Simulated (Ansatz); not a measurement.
## AgB (built on the sites of a database entry of InAg): Grüneisen parameters

Does AgB (built on the sites of a database entry of InAg) expand much on heating, by its phonons?

Program: Ansatz 0.2.0. Level of theory: DFT PBEsol, scalar-relativistic, plane waves, PAW. Results are calculated unless marked as measured.

The structure was built from a prototype and need not be the compound's stable phase.

## Step 1: The structure

The structure is cubic, space group Pm-3m (No. 221). Conventional cell: a = 2.861 Å, b = 2.861 Å, c = 2.861 Å, α = 90.00°, β = 90.00°, γ = 90.00°. Nearest to B lie 8 Ag at 2.48 Å. Ag has 8 B at 2.48 Å nearest. Farther neighbours are not listed.

## Step 2: Response at finite wavevector

The cell comes from relaxations at this level that are not shown. Stability and thermal properties need the whole zone. Linear response on a 4×4×4 q mesh gives force constants as far as a supercell of that size would.

File input.yaml:

```yaml
crystal:
  lattice:
    - [2.8609203463, 0.0, 0.0]
    - [0.0, 2.8609203463, 0.0]
    - [0.0, 0.0, 2.8609203463]
  atoms:
    - { symbol: B, position: [0.5, 0.5, 0.5] }
    - { symbol: Ag, position: [0.0, 0.0, 0.0] }
kpoints:
  mp_grid: { grid: [16, 16, 16] }
hamiltonian:
  xc: pbesol
scf:
  occupations: { method: methfessel_paxton, width: 0.2 }
output:
  eigenvalues: true
phonons:
  method: dfpt
  qmesh: [4, 4, 4]
  temperatures: { t_max: 1000, t_step: 50 }
  qpath:
    path:
      - [[0.0, 0.0, 0.0], [0.0, 0.5, 0.0], [0.5, 0.5, 0.0], [0.0, 0.0, 0.0], [0.5, 0.5, 0.5], [0.0, 0.5, 0.0]]
      - [[0.5, 0.5, 0.5], [0.5, 0.5, 0.0]]
    npoints: 10
```

Launch:

```
$ ansatz run input.yaml --threads 4 --pin off --max-ram 7168MiB --backend cpu --events-out ev --progress --plain --runs-dir out
```

Numbers of over 12 decimals in the logs are rounded to 6 here.

The log of the run:

```text
Engine: ansatz 0.2.0, aarch64-unknown-linux-gnu
Pseudopotentials: kind: paw
Pseudopotential: B, paw, valence charge 3, recommended cutoff 420 eV (normal), B.paw.azcp
Pseudopotential: Ag, paw, valence charge 19, recommended cutoff 420 eV (normal), Ag.paw.azcp
Functional definition: PBEsol
  exchange = pbesol_x
  correlation = pbesol_c
Crystal: 2 atoms, lattice volume = 23.416 Å³
Basis set: ecut = 420 eV, 461 PW (Γ), exchange–correlation on 40×40×40 points (8 copies of the dense FFT grid, shifted against one another)
Bands: 15, of which v1, the nominal top of the filled ones, is band 11 counted from 1 (10 counted from 0)
Symmetry: 48 space group operations
k-points: 165 of 4096
Non-local potential: B, projectors of the file, l = 0: 2, l = 1: 2, l = 2: 1
Non-local potential: Ag, projectors of the file, l = 0: 3, l = 1: 2, l = 2: 2, l = 3: 1
PAW form: soft (Blöchl's): semilocal exchange-correlation on the pseudo side does not see the compensation charge
PAW frozen core: B, regenerated for the run's functional, and the local potential with it (the file was generated under x = pbe(κ = 0.804, μ = 0.219515), c = pbe(β = 0.066725))
PAW frozen core: Ag, regenerated for the run's functional, and the local potential with it (the file was generated under x = pbe(κ = 0.804, μ = 0.219515), c = pbe(β = 0.066725))
PAW one-centre angular grid: B, 110 points (default); XC on 64 Gauss nodes
PAW one-centre angular grid: Ag, 590 points (default); XC on 64 Gauss nodes
Initial density: superposition of atomic densities (neutral atoms: chi_scale 0, normalization atom), corrected by the library's trained network
Initial wavefunctions: pseudopotential atomic-orbital guess
Functional: x = pbesol(κ = 0.804, μ = 0.123457), c = pbesol(β = 0.046)
SCF iter   1: F=—  HF=-7672.294780 eV  |F-HF|=—  |Δ(HF+E_count)|=         —  Δρ=1.05e-2  dr2=2.07e-2  ethr=1.77e-3  ⟨swp⟩=4.2  Hψ=10748  notcnv=0
preconditioner: auto → none  [metal: Δε(μ)=0.005 eV  Ē_g=11.433 eV  σ=0.200 eV  W_gap=0.02  n_scr=6 (ndim 8)  ℏωp=28.7 eV  f_vac=0.000  D(μ)=0.69/eV (n_scr^D=6)  sad-step TF]
SCF iter   2: F=—  HF=-7672.289754 eV  |F-HF|=—  |Δ(HF+E_count)|=   5.03e-3  S|Δr|=    0.00e0  Δρ=4.76e-3  dr2=4.52e-3  ethr=9.40e-5  ⟨swp⟩=1.0  Hψ=3814  notcnv=0
SCF iter   3: F=—  HF=-7672.288193 eV  |F-HF|=—  |Δ(HF+E_count)|=   1.56e-3  S|Δr|=    0.00e0  Δρ=5.54e-4  dr2=5.43e-5  ethr=2.06e-5  ⟨swp⟩=2.1  Hψ=3557  notcnv=0
SCF iter   4: F=—  HF=-7672.288175 eV  |F-HF|=—  |Δ(HF+E_count)|=   1.72e-5  S|Δr|=    0.00e0  Δρ=5.31e-5  dr2=3.60e-7  ethr=2.47e-7  ⟨swp⟩=2.1  Hψ=3708  notcnv=0
SCF iter   5: F=—  HF=-7672.288166 eV  |F-HF|=—  |Δ(HF+E_count)|=   9.29e-6  S|Δr|=    0.00e0  Δρ=6.54e-6  dr2=7.38e-9  ethr=1.64e-9  ⟨swp⟩=2.8  Hψ=4504  notcnv=0
SCF iter   6: F=—  HF=-7672.288166 eV  |F-HF|=—  |Δ(HF+E_count)|=   1.61e-9  S|Δr|=    0.00e0  Δρ=4.17e-7  dr2=3.06e-11  ethr=3.35e-11  ⟨swp⟩=2.6  Hψ=4240  notcnv=0
SCF iter   7: F=-7672.288166 eV  HF=-7672.288166 eV  |F-HF|=0.00e0  |Δ(HF+E_count)|=  9.09e-12  S|Δr|=    0.00e0  Δρ=2.34e-8  dr2=7.31e-14  ethr=1.00e-12  ⟨swp⟩=5.0  Hψ=9102  notcnv=0
the search or the solves at the SCF's close seem to have found levels that the self-consistency loop had missed (the run counts 1). By its estimate they hold under 1e-12 electrons; where the run keeps them, the occupations were computed again with them
SCF 1 converged in 7 iterations: F = -7672.288166 eV  dr2 = 7.31e-14
  greatest PAW one-centre occupation: 1.001 electrons in one spin orbital (limit 2), on the Ag atom at site 1 (counted from 0), in its partial waves of l = 0
Initial density: read from a saved state, or passed on in memory by an earlier SCF of this step, an earlier step, the calling program or the single point that the run made first
iter 1 solved again at ethr=4.83e-10 eV; its pass at ethr=3.10e-3 eV (dr2=1.06e-7 eV) is discarded
SCF iter   1: F=—  HF=-7672.288166 eV  |F-HF|=—  |Δ(HF+E_count)|=         —  Δρ=1.12e-7  dr2=3.69e-12  ethr=4.83e-10  ⟨swp⟩=4.1  Hψ=19259  notcnv=0
preconditioner: auto → none  [metal: Δε(μ)=0.050 eV  Ē_g=11.459 eV  σ=0.200 eV  W_gap=0.21  n_scr=6 (ndim 8)  ℏωp=28.7 eV  f_vac=0.000  D(μ)=0.69/eV (n_scr^D=6)]
SCF iter   2: F=-7672.288166 eV  HF=-7672.288166 eV  |F-HF|=1.82e-12  |Δ(HF+E_count)|=  4.29e-10  S|Δr|=    0.00e0  Δρ=1.13e-7  dr2=2.99e-12  ethr=1.00e-12  ⟨swp⟩=4.6  Hψ=8740  notcnv=0
SCF 2 converged in 2 iterations: F = -7672.288166 eV  dr2 = 2.99e-12
phonons: the bands overlap, so this run is a metal and interpolates without the dipole-dipole term. If the crystal is really an insulator or semiconductor, its LO-TO splitting is missing
NSCF: frozen V_eff on 165 k-points
NSCF: frozen V_eff on 405 k-points
DFPT response loops at q = (0, 0, 0) (fractional): preconditioner auto → Kerker (q_TF=auto, 2.700 Å⁻¹) (partly filled bands, converged f_vac=0.000); β = 1.00, the filter's whole step (`scf.mixing.beta` (0.50) is not read by the response loops under this deck's `scf.mixing.preconditioner`; to damp them name `kerker` or `kerker_dos`, under which they read `scf.mixing.beta`, and type it under 1.00, their step now; both keys bind the ground state too); Broyden in place of MSR1
NSCF: frozen V_eff on 2592 k-points
DFPT response loops at q = (0, 0, 0.25) (fractional): mixed as the last ones told, above
NSCF: frozen V_eff on 1458 k-points
DFPT response loops at q = (0, 0, -0.5) (fractional): mixed as the last ones told, above
NSCF: frozen V_eff on 4608 k-points
DFPT response loops at q = (0, 0.25, 0.25) (fractional): mixed as the last ones told, above
NSCF: frozen V_eff on 2592 k-points
DFPT response loops at q = (0, 0.25, -0.5) (fractional): mixed as the last ones told, above
NSCF: frozen V_eff on 1458 k-points
DFPT response loops at q = (0, -0.5, -0.5) (fractional): mixed as the last ones told, above
NSCF: frozen V_eff on 4352 k-points
DFPT response loops at q = (0.25, 0.25, 0.25) (fractional): mixed as the last ones told, above
NSCF: frozen V_eff on 4608 k-points
DFPT response loops at q = (0.25, 0.25, -0.5) (fractional): mixed as the last ones told, above
NSCF: frozen V_eff on 2592 k-points
DFPT response loops at q = (0.25, -0.5, -0.5) (fractional): mixed as the last ones told, above
NSCF: frozen V_eff on 810 k-points
DFPT response loops at q = (-0.5, -0.5, -0.5) (fractional): mixed as the last ones told, above
SCF converged after 7 iterations
Stability not checked: this state was not tested for a lower state beside it, because cold or Methfessel-Paxton smearing, or corrected tetrahedra, fill the levels in a way that the test cannot read (fill_not_monotonic; see scf.lower_state_search)
Free energy (F): -7672.288166 eV
Harris-Foulkes:  -7672.288166 eV  (|F-HF|=0.00e0)
Internal energy: -7672.288959 eV  (E = F + TS)
E sigma→0 (E₀):  -7672.288364 eV
Entropy (-TS):   0.000793 eV (0.396 meV/atom)
Fermi energy:    16.745522 eV
--- Per-component energies (eV) ---
  E_band       = -238.220743
  E_kinetic    = 567.595228
  E_local      = -2461.367386  (includes V_loc(G=0)·N_el)
  E_nonlocal   = 94.106166
  E_hartree    = 1121.370692
  E_xc         = -214.504252
  E_vxc        = -271.056520  (∫ρ·V_xc dr)
  E_paw        = -3907.818750  (= ΣΔE_a)
  E_vpaw       = -410.239914  (= ΣTr[D̂ρ^β])
  E_aug_tail   = 0.000283  (compensation charges beyond the density's cutoff)
  E_ewald      = -2872.008389
  E_core_change = 0.337450  (= ΣΔE_core)
  E_smearing   = 0.000793  (= −TS)
  E_closure    = -0.000000  (closes the sum)
  Σ components = -7672.288166   (vs F -7672.288166, Δ=0.00e0)
--- Band table (eV; the first three rows and the last of 165) ---
  k-point 0: bands = [... 7 lower, 11.9683, 11.9683, 11.9683, 18.5087, 18.5087, 18.5087, 25.4615, 29.0173]
  k-point 1: bands = [... 7 lower, 11.9093, 11.9093, 11.9722, 18.2189, 18.6179, 18.6179, 25.5923, 28.9546]
  k-point 2: bands = [... 7 lower, 11.7487, 11.7487, 11.9833, 17.4833, 18.9272, 18.9272, 25.8655, 28.7753]
  k-point 164: bands = [... 7 lower, 12.8393, 12.8393, 14.0991, 19.3069, 19.3069, 19.3069, 20.9071, 20.9071]
--- Phonons (Γ-DFPT): 2 representative perturbations + reference (Σ response iterations 7) ---
  ASR residual: 9.231e-6 → 0.000e0 eV/Å²; symmetrization residual: 8.713e-7 eV/Å²
  ASR residual per site (eV/Å²): 2.43e-7 9.23e-6
  Γ frequencies (cm⁻¹): 0.00 0.00 0.00 187.54 187.54 187.54
--- Phonons (arbitrary-q DFPT): 10 irreducible q on the 4×4×4 mesh ---
  q = [0.0000, 0.0000, 0.0000] (star 1, of the zone-centre solve; hermiticity 1.37e-6, symmetrization 5.04e-12): -0.00 0.00 0.00 187.54 187.54 187.54
  q = [0.0000, 0.0000, 0.2500] (star 6, 4 solved perturbations in 4032 linear systems a pass and spin channel, the states on 1296 of 4096 k-point pairs; hermiticity 2.88e-7, symmetrization 2.19e-12): -12.38 -12.38 119.30 190.29 190.29 217.53
  q = [0.0000, 0.0000, -0.5000] (star 3, 4 solved perturbations in 2268 linear systems a pass and spin channel, the states on 729 of 4096 k-point pairs; hermiticity 4.94e-9, symmetrization 1.28e-9): 40.08 40.08 168.10 187.79 187.79 274.45
  q = [0.0000, 0.2500, 0.2500] (star 12, 4 solved perturbations in 7056 linear systems a pass and spin channel, the states on 2304 of 4096 k-point pairs; hermiticity 2.47e-7, symmetrization 1.57e-13): 42.42 52.28 118.72 206.61 215.66 238.39
  q = [0.0000, 0.2500, -0.5000] (star 12, 6 solved perturbations on 1296 of 4096 k-point pairs; hermiticity 9.76e-8, symmetrization 6.26e-10): 64.52 91.59 113.14 228.33 238.45 239.42
  q = [0.0000, -0.5000, -0.5000] (star 3, 4 solved perturbations in 2268 linear systems a pass and spin channel, the states on 729 of 4096 k-point pairs; hermiticity 1.57e-7, symmetrization 1.25e-11): -54.01 -54.01 67.51 235.90 235.90 250.28
  q = [0.2500, 0.2500, 0.2500] (star 8, 2 solved perturbations on 2176 of 4096 k-point pairs; hermiticity 9.16e-8, symmetrization 7.69e-13): -21.33 -21.33 116.21 195.32 195.32 304.66
  q = [0.2500, 0.2500, -0.5000] (star 12, 4 solved perturbations in 7056 linear systems a pass and spin channel, the states on 2304 of 4096 k-point pairs; hermiticity 6.29e-8, symmetrization 1.98e-9): -49.13 110.50 113.50 156.45 189.89 266.46
  q = [0.2500, -0.5000, -0.5000] (star 6, 4 solved perturbations in 4032 linear systems a pass and spin channel, the states on 1296 of 4096 k-point pairs; hermiticity 1.70e-7, symmetrization 4.39e-9): -112.74 -112.74 117.32 181.85 192.28 192.28
  q = [-0.5000, -0.5000, -0.5000] (star 1, 2 solved perturbations on 405 of 4096 k-point pairs; hermiticity 1.06e-9, symmetrization 5.28e-10): -141.74 -141.74 -141.74 148.66 148.66 148.66
  sum rule: each row above includes the acoustic sum rule's correction from the zone centre's row sums; it moved no ω² by more than (0.15 cm⁻¹)²
  mesh force constants: q→R imaginary residual 2.50e-18; ASR residual 9.231e-6 → 0.000e0 eV/Å²; symmetrization residual 6.217e-15 eV/Å²
  interpolated dispersion: 62 rows × 6 modes
  density of states and harmonic sums: on the 24×24×24 q-mesh, interpolated from the force constants of a 4×4×4 supercell (no non-analytic term)
  largest difference from the sums on the solved wave vectors: F 1.32e-1 eV, S 1.70e-4 and C_V 4.02e-5 eV/K
  zero-point energy: 0.051837 eV/cell   skipped modes (ω ≤ 0): 308, of them read as no rigid motion or as one in doubt: 305 (5.639e-1 modes/cell left out, lowest -141.74 cm⁻¹)   left out of the sums: 9.40e-2 of the cell's modes: C_V's classical limit lies that fraction below 3 k_B per atom; for a crystal, a wire or a layer, F and S can be off by more, and a phonons.interpolated_qmesh denser along its periods is the remedy for the sampling
```

Elapsed: 8.6 min, on 4 threads of Arm Neoverse N1, shared host; peak memory 2 GiB.

Numbers from this step:

- volume per atom: 11.71 Å³
- gap on the k-mesh: 0 eV
- sum-rule residual before enforcement: 9.23e-6 eV/Å²
- lowest frequency on the path: -141.7 cm⁻¹
- point group: m-3m
- highest frequency on the path or at a solved wavevector: 304.7 cm⁻¹
- highest optical mode at the zone centre (no LO-TO term): 187.5 cm⁻¹
- lowest optical zone-centre mode: 187.5 cm⁻¹
- lowest mode on the q mesh (acoustic modes at Γ apart): -141.7 cm⁻¹

Frequencies (cm⁻¹) solved at each irreducible wavevector; negative means imaginary. Frequencies by wavevector, by row:

| q in reciprocal lattice units | star | mode 1 | mode 2 | mode 3 | mode 4 | mode 5 | mode 6 |
| --- | --- | --- | --- | --- | --- | --- | --- |
| 0 0 0 | 1 | 0 | 0 | 0 | 187.5 | 187.5 | 187.5 |
| 0 0 0.25 | 6 | -12.4 | -12.4 | 119.3 | 190.3 | 190.3 | 217.5 |
| 0 0 -0.5 | 3 | 40.1 | 40.1 | 168.1 | 187.8 | 187.8 | 274.4 |
| 0 0.25 0.25 | 12 | 42.4 | 52.3 | 118.7 | 206.6 | 215.7 | 238.4 |
| 0 0.25 -0.5 | 12 | 64.5 | 91.6 | 113.1 | 228.3 | 238.4 | 239.4 |
| 0 -0.5 -0.5 | 3 | -54 | -54 | 67.5 | 235.9 | 235.9 | 250.3 |
| 0.25 0.25 0.25 | 8 | -21.3 | -21.3 | 116.2 | 195.3 | 195.3 | 304.7 |
| 0.25 0.25 -0.5 | 12 | -49.1 | 110.5 | 113.5 | 156.4 | 189.9 | 266.5 |
| 0.25 -0.5 -0.5 | 6 | -112.7 | -112.7 | 117.3 | 181.8 | 192.3 | 192.3 |
| -0.5 -0.5 -0.5 | 1 | -141.7 | -141.7 | -141.7 | 148.7 | 148.7 | 148.7 |

Symmetry leaves 10 wavevectors to solve. The lowest mode among them, the acoustic zeros apart, lies at q = (-0.5, -0.5, -0.5) and is imaginary, 141.7i cm⁻¹, so the energy falls along it.

## Step 3: Relaxing at another volume, volume ratio 0.97

The volume is scaled by 0.97 and held; symmetry leaves nothing to relax, so this is a single point. The modes can then be followed against volume.

input.yaml, the sections that differ from step 2:

```yaml
crystal:
  lattice:
    - [2.8320201851, 0.0, 0.0]
    - [0.0, 2.8320201851, 0.0]
    - [0.0, 0.0, 2.8320201851]
  atoms:
    - { symbol: B, position: [0.5, 0.5, 0.5] }
    - { symbol: Ag, position: [0.0, 0.0, 0.0] }
output:
  forces: true
  stress: true
  eigenvalues: true
# kpoints, hamiltonian, scf: as in step 2
# phonons: removed
```

The log of the run:

```text
[...]
Crystal: 2 atoms, lattice volume = 22.714 Å³
Basis set: ecut = 420 eV, 461 PW (Γ), exchange–correlation on 40×40×40 points (8 copies of the dense FFT grid, shifted against one another)
Bands: 15, of which v1, the nominal top of the filled ones, is band 11 counted from 1 (10 counted from 0)
Symmetry: 48 space group operations
[...]
k-points: 165 of 4096
[...]
--- Band table (eV; the first three rows and the last of 165) ---
  k-point 0: bands = [... 7 lower, 12.5514, 12.5514, 12.5514, 19.1750, 19.1750, 19.1750, 26.5435, 29.8670]
  k-point 1: bands = [... 7 lower, 12.4886, 12.4886, 12.5555, 18.8852, 19.2893, 19.2893, 26.6701, 29.7959]
  k-point 2: bands = [... 7 lower, 12.3181, 12.3181, 12.5673, 18.1479, 19.6128, 19.6128, 26.9298, 29.5933]
  k-point 164: bands = [... 7 lower, 13.4691, 13.4691, 14.8189, 20.0793, 20.0793, 20.0793, 21.6060, 21.6060]
[key lines of the parts left out:]
SCF converged after 5 iterations
Free energy (F): -7672.277739 eV
Fermi energy:    17.463638 eV
P = ⅓ Tr σ = 4.8931 GPa (48.931 kbar)
```

The job ended after 1.4 s (4 threads; peak memory 0.34 GiB).

Numbers from this step:

- pressure: 4.893 GPa
- volume per atom: 11.36 Å³

The run ends at a pressure of 4.89 GPa.

## Step 4: Phonons at the other volume, volume ratio 0.97

The phonons are repeated at this volume on the same k and q meshes.

input.yaml, the sections that differ from step 3:

```yaml
output:
  eigenvalues: true
phonons:
  method: dfpt
  qmesh: [4, 4, 4]
  temperatures: { t_max: 1000, t_step: 50 }
  qpath:
    path:
      - [[0.0, 0.0, 0.0], [0.0, 0.5, 0.0], [0.5, 0.5, 0.0], [0.0, 0.0, 0.0], [0.5, 0.5, 0.5], [0.0, 0.5, 0.0]]
      - [[0.5, 0.5, 0.5], [0.5, 0.5, 0.0]]
    npoints: 10
# crystal, kpoints, hamiltonian, scf: as in step 3
```

The log of the run:

```text
[...]
Crystal: 2 atoms, lattice volume = 22.714 Å³
Basis set: ecut = 420 eV, 461 PW (Γ), exchange–correlation on 40×40×40 points (8 copies of the dense FFT grid, shifted against one another)
Bands: 15, of which v1, the nominal top of the filled ones, is band 11 counted from 1 (10 counted from 0)
Symmetry: 48 space group operations
k-points: 165 of 4096
[...]
SCF iter   1: F=—  HF=-7672.284889 eV  |F-HF|=—  |Δ(HF+E_count)|=         —  Δρ=1.13e-2  dr2=2.29e-2  ethr=1.77e-3  ⟨swp⟩=4.2  Hψ=10778  notcnv=0
[...]
SCF iter   7: F=-7672.277739 eV  HF=-7672.277739 eV  |F-HF|=3.64e-12  |Δ(HF+E_count)|=  1.73e-11  S|Δr|=    0.00e0  Δρ=2.42e-8  dr2=8.10e-14  ethr=1.00e-12  ⟨swp⟩=5.0  Hψ=8972  notcnv=0
SCF 1 converged in 7 iterations: F = -7672.277739 eV  dr2 = 8.10e-14
[...]
SCF iter   2: F=-7672.277739 eV  HF=-7672.277739 eV  |F-HF|=9.09e-13  |Δ(HF+E_count)|=  1.33e-10  S|Δr|=    0.00e0  Δρ=8.31e-8  dr2=1.46e-12  ethr=1.00e-12  ⟨swp⟩=4.5  Hψ=8690  notcnv=0
SCF 2 converged in 2 iterations: F = -7672.277739 eV  dr2 = 1.46e-12
[...]
NSCF: frozen V_eff on 165 k-points
[...]
SCF converged after 7 iterations
[...]
Free energy (F): -7672.277739 eV
[...]
Internal energy: -7672.277978 eV  (E = F + TS)
E sigma→0 (E₀):  -7672.277799 eV
Entropy (-TS):   0.000239 eV (0.119 meV/atom)
Fermi energy:    17.463664 eV
[...]
--- Band table (eV; the first three rows and the last of 165) ---
  k-point 0: bands = [... 7 lower, 12.5515, 12.5515, 12.5515, 19.1750, 19.1750, 19.1750, 26.5436, 29.8670]
  k-point 1: bands = [... 7 lower, 12.4887, 12.4887, 12.5556, 18.8852, 19.2893, 19.2893, 26.6701, 29.7959]
  k-point 2: bands = [... 7 lower, 12.3182, 12.3182, 12.5673, 18.1479, 19.6128, 19.6128, 26.9299, 29.5933]
  k-point 164: bands = [... 7 lower, 13.4692, 13.4692, 14.8189, 20.0793, 20.0793, 20.0793, 21.6060, 21.6060]
[...]
ASR residual: 1.062e-5 → 0.000e0 eV/Å²; symmetrization residual: 8.301e-7 eV/Å²
  ASR residual per site (eV/Å²): 8.92e-7 1.06e-5
  Γ frequencies (cm⁻¹): 0.00 0.00 0.00 216.80 216.80 216.80
--- Phonons (arbitrary-q DFPT): 10 irreducible q on the 4×4×4 mesh ---
[...]
interpolated dispersion: 62 rows × 6 modes
[...]
```

Elapsed: 8.5 min, on 4 threads; peak memory 2 GiB; 32 min of CPU time.

This step gave:

* sum-rule residual before enforcement: 1.06e-5 eV/Å²
* lowest frequency on the path: -117.1 cm⁻¹
* highest frequency on the path or at a solved wavevector: 331.4 cm⁻¹
* highest optical mode at the zone centre (no LO-TO term): 216.8 cm⁻¹
* lowest optical zone-centre mode: 216.8 cm⁻¹
* lowest mode on the q mesh (acoustic modes at Γ apart): -116.8 cm⁻¹

Frequencies (cm⁻¹) solved at each irreducible wavevector; negative means imaginary. Frequencies by wavevector, by row:

| q in reciprocal lattice units | star | mode 1 | mode 2 | mode 3 | mode 4 | mode 5 | mode 6 |
| --- | --- | --- | --- | --- | --- | --- | --- |
| 0 0 0 | 1 | 0 | 0 | 0 | 216.8 | 216.8 | 216.8 |
| 0 0 0.25 | 6 | 17 | 17 | 128.7 | 217.4 | 217.4 | 244.7 |
| 0 0 -0.5 | 3 | 53.1 | 53.1 | 181.8 | 217.2 | 217.2 | 306.6 |
| 0 0.25 0.25 | 12 | 50 | 61.1 | 132.2 | 236.9 | 244.2 | 268.8 |
| 0 0.25 -0.5 | 12 | 73.5 | 100.4 | 127.3 | 258.2 | 265.4 | 270.2 |
| 0 -0.5 -0.5 | 3 | -39.8 | -39.8 | 76.1 | 263.5 | 263.5 | 280.3 |
| 0.25 0.25 0.25 | 8 | 36 | 36 | 127.5 | 221.1 | 221.1 | 331.4 |
| 0.25 0.25 -0.5 | 12 | 16.6 | 121.8 | 127.6 | 188.1 | 219.6 | 295.3 |
| 0.25 -0.5 -0.5 | 6 | -99.2 | -99.2 | 128.1 | 210.7 | 213.4 | 213.4 |
| -0.5 -0.5 -0.5 | 1 | -116.8 | -116.8 | -116.8 | 160.8 | 160.8 | 160.8 |

The highest optical mode at the zone centre (no LO-TO term) is 216.8 cm⁻¹, +29.3 cm⁻¹ against the base run.

(Continued in part 2 of 2.)

[Logs are printed without paths, hosts, clocks, repeated set-up lines and the standing remarks that a program may print on its own settings, such as how far it seeks lower states.]

[Hosts, paths, dates, database ids (printed as entryN), source tags and the programs' standing remarks are cut or masked in the printed files.]
